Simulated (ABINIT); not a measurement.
Entries from a set of simulations; values are calculated unless marked as measured.

```xyz
10
Lattice="2.380 1.374 4.332 -2.380 1.374 4.332 0.000 -2.748 4.332" Properties=species:S:1:pos:R:3 pbc="T T T" subject="A GW chain in ABINIT: Al2O3 (Corundum)" method="RPA screening on PBE, plane waves, norm-conserving pseudopotentials (and 2 further levels or steps)" program="ABINIT 10.8.3" settings="cutoff 36 Ha, PseudoDojo scalar-relativistic 0.4.1 standard, norm-conserving, ngkpt (4, 4, 4), nband 58, ecuteps 3.2 Ha, inclvkb 2, shiftk (0, 0, 0), symchi 1, awtr 1, frequency ppm, 4×4×4 k-mesh" cost="4 runs, 2.5 min in all on 8 MPI ranks of Intel Xeon Platinum 8488C (Sapphire Rapids), shared host" notes="The program’s warnings: nkpt*nsppol () is not a multiple of nproc spkpt (). The cell and positions come from the Crystallography Open Database and are kept as given unless a step says otherwise." pbe_gap="6.27 eV, direct" g0w0_gap_on_the_mesh="8.61 eV" gw_settings="4×4×4 mesh, 58 bands, screening to 87.1 eV, Godby-Needs plasmon pole" known_limits="short of the basis limit"
Al    0.000    0.000    4.577
Al    0.000    0.000    1.921
Al    0.000    0.000    8.419
Al    0.000    0.000   11.074
O    -0.920    1.374    7.581
O    -0.730   -1.484    7.581
O     1.650    0.110    7.581
O     0.920   -1.374    5.415
O     0.730    1.484    5.415
O    -1.650   -0.110    5.415
```

[Long decimals in the printed logs are rounded to 6 places.]

[Logs are printed without paths, hosts, clocks, repeated set-up lines and the standing remarks that a program may print on its own settings, such as how far it seeks lower states.]

[Paths, hosts, dates, memory and timing lines, banners, echoed tables and standing remarks are left out of the program output; an Ansatz launch command may be rebuilt from the run's recorded settings. Measured values are a selection of at most five: reports struck by readers or far from the other reports are left out. None is set beside runs whose start may be inverted or whose files or cutoffs have a known fault.]

[Runs of the session that timed out or met a known fault of the program may be left out.]

[Hosts, paths, dates, database ids (printed as entryN), source tags and the programs' standing remarks are cut or masked in the printed files.]

[G0W0 gaps are taken among the corrected bands and points alone; a level outside them can change the order at an edge.]

[Where Ansatz stands beside ABINIT at settings called matched, ABINIT's density can come from a denser mesh and the files from another edition; pairs whose starting gaps differed by over 0.03 eV were left out, so agreement reads better than it is.]
